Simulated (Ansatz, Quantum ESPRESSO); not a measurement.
# The work function of Cd(0001), 4 layers, one monolayer of N on hcp sites, level by level, part 3 of 6

Wanted: work functions and the surface dipole of Cd(0001), 4 layers, one monolayer of N on hcp sites at several levels, with their cost.

Quantum ESPRESSO 7.5; plane-wave DFT, PBE, GBRV ultrasoft pseudopotentials; geometry and cross-check by Ansatz 0.2.0 with PAW datasets.

So far. Step 4 (Potential by pp.x): The vacuum is flat to 0.2 meV/Å, so its level is well defined. Inside the slab the curve depends on the local part of the pseudopotentials; only the vacuum level has a meaning of its own. Step 5 (Macroscopic average): Where the running mean is not flat inside, average.x's window, rounded to the grid, doesn't match the spacings there.

## 6. Density by pp.x

plot_num = 0 writes the valence density.

rho.in reads:

```
&inputpp
  prefix = 'scf'
  outdir = './out'
  filplot = 'rho.dat'
  plot_num = 0
/
```

On the command line:

```sh
OMP_NUM_THREADS=1 mpirun -n 4 pp.x -in rho.in > rho.out
```

What it wrote:

```text
[banner, memory and clock lines left out]
Program POST-PROC v.7.5 starts

          URL

     ./out/scf.save/

     IMPORTANT: XC functional enforced from input :
     Exchange-correlation= PBE
                           (   1   4   3   4   0   0   0)
     Any further DFT definition will be discarded
     Please, verify this is what you really want

     Check: negative core charge=   -0.000001

     negative rho (up, down):  8.819E-02 0.000E+00

     Adding external electric field

     Computed dipole along edir(3) :
        Dipole               -0.3157 Ry au,         -0.8025 Debye
        Dipole field         -0.0028 Ry au,

        Potential amp.        0.2774 Ry
        Total length         49.7625 bohr

     Calling punch_plot, plot_num =   0
     Writing data to file  rho.dat
     Message from routine chdens:
     namelist plot not found or invalid, exiting
```

It took 0.91 s on 4 MPI ranks of Arm Neoverse V1, shared host; peak memory 0.1 GiB; 3.4 s of CPU time.

Read from the output:

- electrons by integration: 53.00 e

The valence density, planar mean oscillates, so the rows of the table below give means over windows of 1 Å about each position, cut where the curve ends. Its maxima inside the range that stand out by 2 % of the span (Å: e/Å³): 8.5: 1.24, 11.0: 1.24, 13.8: 1.23, 16.9: 1.25, 18.1: 0.645. Its minima: 9.7: 0.105, 12.6: 0.0982, 15.4: 0.108, 17.6: 0.517.

Mean over planes. Valence density, planar mean against z; means over each step:

| z (Å) | valence density, planar mean (e/Å³) |
| --- | --- |
| 4 | 4.4e-5 |
| 5 | 5.3e-4 |
| 6 | 0.00660 |
| 7 | 0.0895 |
| 8 | 0.929 |
| 9 | 0.512 |
| 10 | 0.189 |
| 11 | 1.07 |
| 12 | 0.322 |
| 13 | 0.245 |
| 14 | 1.09 |
| 15 | 0.240 |
| 16 | 0.417 |
| 17 | 1.05 |
| 18 | 0.581 |
| 19 | 0.147 |
| 20 | 0.00451 |
| 21 | 1.4e-4 |
| 22 | 5.1e-6 |

Valence density in the ca plane at fractional y = 0.667, with atoms of Cd and N within 0.2 Å of it. It is the smooth field of the valence electrons, not physical close to the nuclei.

Ten steps, logarithmic in the rise over the least value, from '0' (0.0 e/Å³) to '9' (5.5 e/Å³), each cell a mean:
```
22234432224687532233445665310000000000000000
32223322236999842223346887420000000000000000
32222222236989853222347888520000000000000000
32223322235899742223346787420000000000000000
22234432223566532233444554210000000000000000
22345543222344322235554332100000000000000000
22356643222333222245654321100000000000000000
22345543222344322235554332100000000000000000
```
Columns run along c (16.0 Å, from fractional 0.35 to 0.93 of the cell), rows up along a (3.0 Å). Atoms in or near the plane, at fractional coordinates: Cd at (0.51, 0.67), N at (0.66, 0.67).

The density integrates to 53.000 electrons, as the 53 of the input ask.

## 7. Projected density of states

Projections on atomic orbitals tell which layers and orbitals hold the states near the zero of energy.

pdos.in reads:

```
&projwfc
  prefix = 'scf'
  outdir = './out'
  filpdos = 'pdos'
  Emin = -6.393
  Emax = 5.607
  DeltaE = 0.1
  ngauss = 0
  degauss = 0.01
/
```

On the command line:

```sh
OMP_NUM_THREADS=1 mpirun -n 4 projwfc.x -in pdos.in > pdos.out
```

What it wrote:

```text
[banner, memory and clock lines left out]
Program PROJWFC v.7.5 starts

          URL

     ./out/scf.save/

     IMPORTANT: XC functional enforced from input :
     Exchange-correlation= PBE
                           (   1   4   3   4   0   0   0)
     Any further DFT definition will be discarded
     Please, verify this is what you really want

     Check: negative core charge=   -0.000001

     negative rho (up, down):  8.819E-02 0.000E+00

     Adding external electric field

     Computed dipole along edir(3) :
        Dipole               -0.3157 Ry au,         -0.8025 Debye
        Dipole field         -0.0028 Ry au,

        Potential amp.        0.2774 Ry
        Total length         49.7625 bohr

     Gaussian broadening (read from input): ngauss,degauss=   0    0.010000

     Calling projwave ....
     one sub-group per band group will be used

     linear algebra parallelized on   4 procs

  Problem Sizes
  natomwfc =           40
  nx       =           20
  nbnd     =           32
  nkstot   =           74
  npwx     =         1549
  nkb      =           80

     Atomic states used for projection
     (read from pseudopotential files):

     state #   1: atom   1 (Cd ), wfc  1 (l=2 m= 1)
     state #   2: atom   1 (Cd ), wfc  1 (l=2 m= 2)
     state #   3: atom   1 (Cd ), wfc  1 (l=2 m= 3)
     state #   4: atom   1 (Cd ), wfc  1 (l=2 m= 4)
     state #   5: atom   1 (Cd ), wfc  1 (l=2 m= 5)
     state #   6: atom   1 (Cd ), wfc  2 (l=0 m= 1)
     state #   7: atom   1 (Cd ), wfc  3 (l=1 m= 1)
     state #   8: atom   1 (Cd ), wfc  3 (l=1 m= 2)
     state #   9: atom   1 (Cd ), wfc  3 (l=1 m= 3)
     state #  10: atom   2 (Cd ), wfc  1 (l=2 m= 1)
     state #  11: atom   2 (Cd ), wfc  1 (l=2 m= 2)
     state #  12: atom   2 (Cd ), wfc  1 (l=2 m= 3)
     state #  13: atom   2 (Cd ), wfc  1 (l=2 m= 4)
     state #  14: atom   2 (Cd ), wfc  1 (l=2 m= 5)
     state #  15: atom   2 (Cd ), wfc  2 (l=0 m= 1)
     state #  16: atom   2 (Cd ), wfc  3 (l=1 m= 1)
     state #  17: atom   2 (Cd ), wfc  3 (l=1 m= 2)
     state #  18: atom   2 (Cd ), wfc  3 (l=1 m= 3)
     state #  19: atom   3 (Cd ), wfc  1 (l=2 m= 1)
     state #  20: atom   3 (Cd ), wfc  1 (l=2 m= 2)
     state #  21: atom   3 (Cd ), wfc  1 (l=2 m= 3)
     state #  22: atom   3 (Cd ), wfc  1 (l=2 m= 4)
     state #  23: atom   3 (Cd ), wfc  1 (l=2 m= 5)
     state #  24: atom   3 (Cd ), wfc  2 (l=0 m= 1)
     state #  25: atom   3 (Cd ), wfc  3 (l=1 m= 1)
     state #  26: atom   3 (Cd ), wfc  3 (l=1 m= 2)
     state #  27: atom   3 (Cd ), wfc  3 (l=1 m= 3)
     state #  28: atom   4 (Cd ), wfc  1 (l=2 m= 1)
     state #  29: atom   4 (Cd ), wfc  1 (l=2 m= 2)
     state #  30: atom   4 (Cd ), wfc  1 (l=2 m= 3)
     state #  31: atom   4 (Cd ), wfc  1 (l=2 m= 4)
     state #  32: atom   4 (Cd ), wfc  1 (l=2 m= 5)
     state #  33: atom   4 (Cd ), wfc  2 (l=0 m= 1)
     state #  34: atom   4 (Cd ), wfc  3 (l=1 m= 1)
     state #  35: atom   4 (Cd ), wfc  3 (l=1 m= 2)
     state #  36: atom   4 (Cd ), wfc  3 (l=1 m= 3)
     state #  37: atom   5 (N  ), wfc  1 (l=0 m= 1)
     state #  38: atom   5 (N  ), wfc  2 (l=1 m= 1)
     state #  39: atom   5 (N  ), wfc  2 (l=1 m= 2)
     state #  40: atom   5 (N  ), wfc  2 (l=1 m= 3)

[... projections of each state ...]
Lowdin Charges:

     Atom #   1: total charge =  11.9871, s =  0.7493,
     Atom #   1: total charge =  11.9871, p =  1.3154, pz=  0.2735, px=  0.5210, py=  0.5210,
     Atom #   1: total charge =  11.9871, d =  9.9224, dz2=  1.9874, dxz=  1.9899, dyz=  1.9899, dx2-y2=  1.9776, dxy=  1.9776,
     Atom #   2: total charge =  11.9874, s =  0.6946,
     Atom #   2: total charge =  11.9874, p =  1.3796, pz=  0.3784, px=  0.5006, py=  0.5006,
     Atom #   2: total charge =  11.9874, d =  9.9132, dz2=  1.9817, dxz=  1.9878, dyz=  1.9878, dx2-y2=  1.9779, dxy=  1.9779,
     Atom #   3: total charge =  12.0072, s =  0.6841,
     Atom #   3: total charge =  12.0072, p =  1.4108, pz=  0.3889, px=  0.5110, py=  0.5110,
     Atom #   3: total charge =  12.0072, d =  9.9123, dz2=  1.9805, dxz=  1.9878, dyz=  1.9878, dx2-y2=  1.9781, dxy=  1.9781,
     Atom #   4: total charge =  11.6783, s =  0.5606,
     Atom #   4: total charge =  11.6783, p =  1.2658, pz=  0.4187, px=  0.4236, py=  0.4236,
     Atom #   4: total charge =  11.6783, d =  9.8519, dz2=  1.9868, dxz=  1.9581, dyz=  1.9581, dx2-y2=  1.9745, dxy=  1.9745,
     Atom #   5: total charge =   5.2667, s =  1.7305,
     Atom #   5: total charge =   5.2667, p =  3.5362, pz=  1.2641, px=  1.1361, py=  1.1361,
     Atom #   5: total charge =   5.2667, d =  0.0000, dz2=  0.0000, dxz=  0.0000, dyz=  0.0000, dx2-y2=  0.0000, dxy=  0.0000,
     Spilling Parameter:   0.0014
```

The job ended after 2.2 s (4 MPI ranks; peak memory 0.21 GiB; 9.1 s of CPU time).

Read from the output:

* spilling of the projection: 0.0014

Projected DOS an atom over height of the atomic layer and energy from the Fermi level. Columns are the atomic layers from the bottom up.

Ten even steps from '_' (0.01 states/eV) to '@' (4.13 states/eV), each cell a mean:
```
......____
......__..
________--
________==
________::
________::
......__--
________..
__________
__________
______..::
______....
__________
__________
__________
__________
__________
__________
__________
__________
______==__
..____@@__
```
Columns: height of the atomic layer (Å) from 8.3 to 18.1 (not evenly spaced); rows upwards: energy from the Fermi level (eV) from -8.00 to 1.50.

The atomic orbitals miss 0.1 % of the occupied states; for empty states the projections can miss much more.

## 8. Self-consistent run: open boundaries by the effective screening medium

Open boundaries by another road: assume_isolated = 'esm' with bc1, the slab centred on z = 0.

esm.in reads:

```
&control
  prefix = 'esm'
  outdir = './out'
  pseudo_dir = './pseudo'
  calculation = 'scf'
  tprnfor = .true.
/
&system
  ibrav = 0
  nat = 5
  ntyp = 2
  ecutwfc = 40
  ecutrho = 200
  occupations = 'smearing'
  smearing = 'mv'
  degauss = 0.02
  assume_isolated = 'esm'
  esm_bc = 'bc1'
/
&electrons
  conv_thr = 1e-07
  mixing_beta = 0.4
  electron_maxstep = 120
  mixing_mode = 'local-TF'
/
ATOMIC_SPECIES
  Cd  112.4140  cd_pbe_v1.uspp.F.UPF
  N   14.0070  n_pbe_v1.2.uspp.F.UPF
CELL_PARAMETERS angstrom
  2.98000000001292 0.00000000000000 0.00000000000000
  1.49000000000646 2.58075570328881 0.00000000000000
  0.00000000000000 0.00000000000000 27.43042000000000
ATOMIC_POSITIONS crystal
  Cd  0.666666666667 0.666666666667 -0.179367255827
  Cd  -0.000000000000 -0.000000000000 -0.076921139427
  Cd  0.666666666667 0.666666666667 0.028112172669
  Cd  -0.000000000000 -0.000000000000 0.130070727647
  N   0.666666666667 0.666666666667 0.179367255827
K_POINTS automatic
  12 12 1 0 0 0
```

On the command line:

```sh
OMP_NUM_THREADS=1 mpirun -n 4 pw.x -nk 4 -in esm.in > esm.out
```

What it wrote:

```text
[banner, memory and clock lines left out]
Program PWSCF v.7.5 starts
[citation notice left out]

[...]
Message from routine setup:
[...]
bravais-lattice index     =            0
     lattice parameter (alat)  =       5.6314  a.u.
     unit-cell volume          =    1423.6139 (a.u.)^3
     number of atoms/cell      =            5
     number of atomic types    =            2
     number of electrons       =        53.00
     number of Kohn-Sham states=           32
     kinetic-energy cutoff     =      40.0000  Ry
     charge density cutoff     =     200.0000  Ry
     scf convergence threshold =      1.0E-07
     mixing beta               =       0.4000
     number of iterations used =            8  local-TF  mixing
     Exchange-correlation= SLA  PW   PBE  PBE
                           (   1   4   3   4   0   0   0)

     Effective Screening Medium Method
     Boundary Conditions: Vacuum-Slab-Vacuum
     total charge in unit cell        =   0.0000
     grid points for fit at edges     =        4

[...]
PseudoPot. # 1 for Cd read from file:
     ./pseudo/cd_pbe_v1.uspp.F.UPF
     Pseudo is Ultrasoft + core correction, Zval = 12.0
     Generated by new atomic code, or converted to UPF format
     Using radial grid of  889 points,  6 beta functions with:
                l(1) =   0
                l(2) =   0
                l(3) =   1
                l(4) =   1
                l(5) =   2
                l(6) =   2
     Q(r) pseudized with  6 coefficients,  rinner =    1.000   1.000   1.000
                                                       1.000   1.000

     PseudoPot. # 2 for N  read from file:
     ./pseudo/n_pbe_v1.2.uspp.F.UPF
     Pseudo is Ultrasoft + core correction, Zval =  5.0
     Generated by new atomic code, or converted to UPF format
     Using radial grid of  729 points,  4 beta functions with:
                l(1) =   0
                l(2) =   0
                l(3) =   1
                l(4) =   1
     Q(r) pseudized with  8 coefficients,  rinner =    0.900   0.900   0.900

     atomic species   valence    mass     pseudopotential
     Cd               12.00   112.41400     Cd( 1.00)
     N                 5.00    14.00700     N ( 1.00)

      6 Sym. Ops. (no inversion) found

[...]
number of k points=    19  Marzari-Vanderbilt smearing, width (Ry)=  0.0200
[...]
Dense  grid:    67997 G-vectors     FFT dimensions: (  25,  25, 240)

     Smooth grid:    48665 G-vectors     FFT dimensions: (  24,  24, 216)

     Check: negative core charge=   -0.000001

     Initial potential from superposition of free atoms

     starting charge      50.9998, renormalised to      53.0000

     negative rho (up, down):  9.049E-02 0.000E+00
     Starting wfcs are   40 randomized atomic wfcs

     per-process dynamical memory:    65.4 Mb

     Self-consistent Calculation

     iteration #  1     ecut=    40.00 Ry     beta= 0.40
     Davidson diagonalization with overlap
     c_bands:  2 eigenvalues not converged
     c_bands:  5 eigenvalues not converged
     ethr =  1.00E-02,  avg # of iterations =  7.3

     negative rho (up, down):  1.118E-01 0.000E+00

     total energy              =    -474.63676955 Ry
     estimated scf accuracy    <     362.11365865 Ry

     iteration #  2     ecut=    40.00 Ry     beta= 0.40
[...]
negative rho (up, down):  1.244E-01 0.000E+00

[...]
total energy              =    -476.17557711 Ry
     estimated scf accuracy    <      67.44480139 Ry

     iteration #  3     ecut=    40.00 Ry     beta= 0.40
[...]
negative rho (up, down):  1.268E-01 0.000E+00

[...]
total energy              =    -476.15529560 Ry
     estimated scf accuracy    <      22.24558935 Ry

     iteration #  4     ecut=    40.00 Ry     beta= 0.40
[...]
negative rho (up, down):  1.166E-01 0.000E+00

[...]
total energy              =    -477.96127753 Ry
     estimated scf accuracy    <       1.49557047 Ry

     iteration #  5     ecut=    40.00 Ry     beta= 0.40
[...]
c_bands:  2 eigenvalues not converged
[...]
negative rho (up, down):  1.085E-01 0.000E+00

[...]
total energy              =    -478.40884065 Ry
     estimated scf accuracy    <       6.13610267 Ry

     iteration #  6     ecut=    40.00 Ry     beta= 0.40
[...]
negative rho (up, down):  1.066E-01 0.000E+00

[...]
total energy              =    -478.71850382 Ry
     estimated scf accuracy    <       0.62736566 Ry

[...]
iteration # 38     ecut=    40.00 Ry     beta= 0.40
[...]
negative rho (up, down):  8.943E-02 0.000E+00

[...]
total energy              =    -478.71895335 Ry
     estimated scf accuracy    <       0.00000111 Ry

     iteration # 39     ecut=    40.00 Ry     beta= 0.40
[...]
negative rho (up, down):  8.953E-02 0.000E+00

[...]
total energy              =    -478.71889877 Ry
     estimated scf accuracy    <       0.00000051 Ry

     iteration # 40     ecut=    40.00 Ry     beta= 0.40
[...]
negative rho (up, down):  8.953E-02 0.000E+00

[...]
total energy              =    -478.71890002 Ry
     estimated scf accuracy    <       0.00000023 Ry

     iteration # 41     ecut=    40.00 Ry     beta= 0.40
[...]
negative rho (up, down):  8.954E-02 0.000E+00

[...]
End of self-consistent calculation

          k = 0.0000 0.0000 0.0000 (  6081 PWs)   bands (ev):

   -20.0433 -15.5688 -15.4639 -15.2867 -14.9956 -14.9956 -14.9552 -14.9552
   -14.8827 -14.7693 -14.7693 -14.5782 -14.5782 -14.4087 -14.4087 -14.3063
   -14.3063 -14.1789 -14.1385 -14.1385 -13.8193 -13.8193 -13.1545 -11.4276
    -9.3874  -7.3969  -5.5492  -4.9194  -4.9194  -3.1399  -2.1323  -1.0200

          k = 0.0000 0.0962 0.0000 (  6101 PWs)   bands (ev):

   -19.9821 -15.4983 -15.3943 -15.2184 -15.0241 -14.9808 -14.9334 -14.8936
   -14.8247 -14.7957 -14.7083 -14.6078 -14.5183 -14.4689 -14.4223 -14.4001
   -14.3148 -14.2448 -14.1449 -14.0553 -13.8320 -13.8308 -12.9365 -11.2439
    -9.2663  -7.2504  -5.4171  -5.2036  -4.9665  -2.9648  -1.9625  -0.8481

[...]
the Fermi energy is    -5.8162 ev

!    total energy              =    -478.71889614 Ry
     estimated scf accuracy    <       0.00000007 Ry
     smearing contrib. (-TS)   =      -0.00013784 Ry
     internal energy E=F+TS    =    -478.71875830 Ry

     The total energy is F=E-TS. E is the sum of the following terms:
     one-electron contribution =    9613.09156808 Ry
     hartree contribution      =   -4786.95074757 Ry
     xc contribution           =    -162.60950261 Ry
     ewald contribution        =   -5142.25007620 Ry

     convergence has been achieved in  41 iterations

     negative rho (up, down):  8.954E-02 0.000E+00

     Forces acting on atoms (cartesian axes, Ry/au):

     atom    1 type  1   force =    -0.00000000   -0.00000000   -0.00413492
     atom    2 type  1   force =     0.00000000    0.00000000    0.00439741
     atom    3 type  1   force =     0.00000000    0.00000000   -0.00008993
     atom    4 type  1   force =     0.00000000    0.00000000   -0.00541434
     atom    5 type  2   force =     0.00000000    0.00000000    0.00534062

     Total force =     0.009710     Total SCF correction =     0.000974
     SCF correction compared to forces is large: reduce conv_thr to get better values

[...]
```

The job ended after 2 min (4 MPI ranks; peak memory 0.58 GiB).

This step gave:

```
Fermi energy                                                   : -5.816 eV
vacuum line at the lower end of the cell, over the Fermi level : 3.852 eV
vacuum line at the upper end of the cell, over the Fermi level : 7.781 eV
```

The potential energy, planar mean oscillates, so the rows of the table below give means over windows of 2.85 Å about each position, cut where the curve ends. Its maxima inside the range that stand out by 2 % of the span (Å: eV): -3.5: 1.25, -0.7: 1.48, 2.2: 1.22, 4.5: -4.71. Its minima: -4.9: -13.8, -2.1: -14.0, 0.8: -14.0, 3.5: -13.6, 4.9: -7.85.

Electrostatic potential energy of an electron; zero at the Fermi level. The potential energy, planar mean by z; means over each step:

| z (Å) | potential energy, planar mean (eV) |
| --- | --- |
| -12.29 | 3.85 |
| -9.45 | 3.85 |
| -6.60 | 0.593 |
| -3.75 | -5.85 |
| -0.90 | -5.55 |
| 1.95 | -5.97 |
| 4.80 | -3.63 |
| 7.65 | 7.75 |
| 10.50 | 7.78 |
| 13.35 | 7.78 |

The vacuum levels are read from the outermost 0.7 Å of the cell on either side.

The run needed 41 iterations to bring the estimated error under 1e-07 Ry; the largest force on any atom, held or free, is 0.14 eV/Å.

The upper level is 7.781 eV against 7.781 eV from the periodic run.

(Part 3 of 6 ends here.)

[Logs are printed without paths, hosts, clocks, repeated set-up lines and the standing remarks that a program may print on its own settings, such as how far it seeks lower states.]

[Hosts, paths, dates, database ids (printed as entryN), source tags and the programs' standing remarks are cut or masked in the printed files.]

[Maps of the electrostatic potential energy from Ansatz leave out the sawtooth potential of an applied field or a dipole correction, so their vacuum need not be flat; planar profiles and work functions include it.]
